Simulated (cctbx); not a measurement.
# Reading a Patterson map

Space group Imm2 (no. 44), a = 4.5690 Å, b = 13.6060 Å, c = 16.9180 Å, α = 90.00°, β = 90.00°, γ = 90.00°, content Pb2 Sn22 Cd2 Sr4 Ge10.

The data are simulated with cctbx, not measured: Mo Kα, λ = 0.71073 Å, to d = 0.6 Å, 50 % of the full sphere, strongest reflection 20000 counts, noise from counting, a 4 % proportional error and a noise floor of 4 counts (s.d.); no absorption.

Patterson synthesis, origin scaled to 1000:

```text
Patterson group I m m m
      u       v       w   height  length (A)
  0.000   0.000   0.000   1000.0     0.00
  0.000   0.500   0.000    896.0     6.80
  0.000   0.375   0.401    452.9     8.48
  0.000   0.126   0.401    452.1     7.00
  0.000   0.000   0.197    378.7     3.34
  0.000   0.250   0.000    363.8     3.40
  0.000   0.500   0.198    359.0     7.58
  0.000   0.250   0.199    274.7     4.79
  0.000   0.395   0.195    195.2     6.30
  0.000   0.105   0.195    174.3     3.60
  0.000   0.249   0.393    161.9     7.46
  0.000   0.358   0.213    132.0     6.07
  0.000   0.144   0.214    130.6     4.12
  0.000   0.459   0.392     77.4     9.10
```

**Question.** Which atom pairs make the peaks, and where is the heaviest atom?

A peak at u stands for all pairs with xi − xj = u, with weight Σ ZiZj against Σ Z² = 89072 at the origin. Peak heights follow these weights only roughly, since form factors, motion and series ripples differ, all vectors within 0.55 Å of a peak are counted as merged into it though the farther ones add only part of their weight, and F(000) is left out, which lowers the whole map:

| u | v | w | shortest length (Å) | height | 1000 ΣZiZj/ΣZ² | pairs in the cell |
| --- | --- | --- | --- | --- | --- | --- |
| 0.000 | 0.500 | 0.000 | 6.80 | 896 | 952 | 16 × Sn–Sn, 12 × Sn–Ge, 4 × Pb–Cd, 4 × Sr–Sr, 4 × Ge–Ge |
| 0.000 | 0.375 | 0.401 | 3.30 | 453 | 762 | 4 × Pb–Sn, 10 × Sn–Ge, 6 × Sn–Sr, 4 × Sn–Sn, 4 × Sn–Cd, 2 × Sr–Ge, 2 × Ge–Ge |
| 0.000 | 0.126 | 0.401 | 5.82 | 452 | 755 | 14 × Sn–Ge, 4 × Pb–Sn, 6 × Sn–Sr, 4 × Sn–Cd, 2 × Sn–Sn, 2 × Sr–Ge |
| 0.000 | 0.000 | 0.197 | 3.33 | 379 | 590 | 12 × Sn–Sn, 2 × Pb–Sn, 4 × Sn–Ge, 4 × Sr–Ge, 2 × Cd–Ge |
| 0.000 | 0.250 | 0.000 | 3.40 | 364 | 871 | 16 × Sn–Sn, 4 × Pb–Ge, 4 × Sn–Sr, 4 × Sn–Ge, 4 × Cd–Ge, 4 × Sr–Ge, 2 × Ge–Ge |
| 0.000 | 0.500 | 0.198 | 5.60 | 359 | 576 | 12 × Sn–Sn, 4 × Sn–Ge, 2 × Pb–Ge, 4 × Sr–Ge, 2 × Sn–Cd |
| 0.000 | 0.250 | 0.199 | 4.79 | 275 | 578 | 12 × Sn–Sn, 6 × Sn–Ge, 2 × Pb–Sr, 2 × Cd–Sr, 2 × Ge–Ge |
| 0.000 | 0.395 | 0.195 | 5.82 | 195 | 212 | 2 × Pb–Sn, 4 × Sn–Sr, 2 × Cd–Ge |
| 0.000 | 0.105 | 0.195 | 3.60 | 174 | 198 | 4 × Sn–Sr, 2 × Pb–Ge, 2 × Sn–Cd |
| 0.000 | 0.249 | 0.393 | 4.49 | 162 | 184 | 4 × Sn–Sn, 4 × Sn–Ge |

The table stops at ten peaks or at a height of 45, below which ripples compete. In the model behind the data Pb, the heaviest element, has 1 independent site: (1/2, 1/2, 0.1083), up to an allowed shift of origin. No listed peak is a Pb–Pb vector, so the position follows from the cell content and the cross vectors. The whole model:

```
atom  mult.    x       y       z  Ueq (Å²)
 Pb1      2  1/2     1/2  0.1083    0.0039
 Sn1      4    0  0.3777  0.9997    0.0046
 Sn2      4    0  0.8757  0.0024    0.0048
 Sn3      4    0  0.3578  0.1970    0.0054
 Sn4      4  1/2  0.3532  0.6949    0.0051
 Sn5      4    0  0.3952  0.8017    0.0037
 Sn6      2  1/2     1/2  0.9114    0.0048
 Cd1      2    0     1/2  0.6130    0.0039
 Sr1      4  1/2  0.7528  0.8942    0.0053
 Ge1      4  1/2  0.3942  0.3052    0.0058
 Ge2      4  1/2  0.2536  0.0903    0.0051
 Ge3      2    0     1/2  0.4089    0.0051
```

This is a model crystal, built by substitution and not relaxed, with assumed displacement parameters.

[Logs are printed without paths, hosts, clocks, repeated set-up lines and the standing remarks that a program may print on its own settings, such as how far it seeks lower states.]
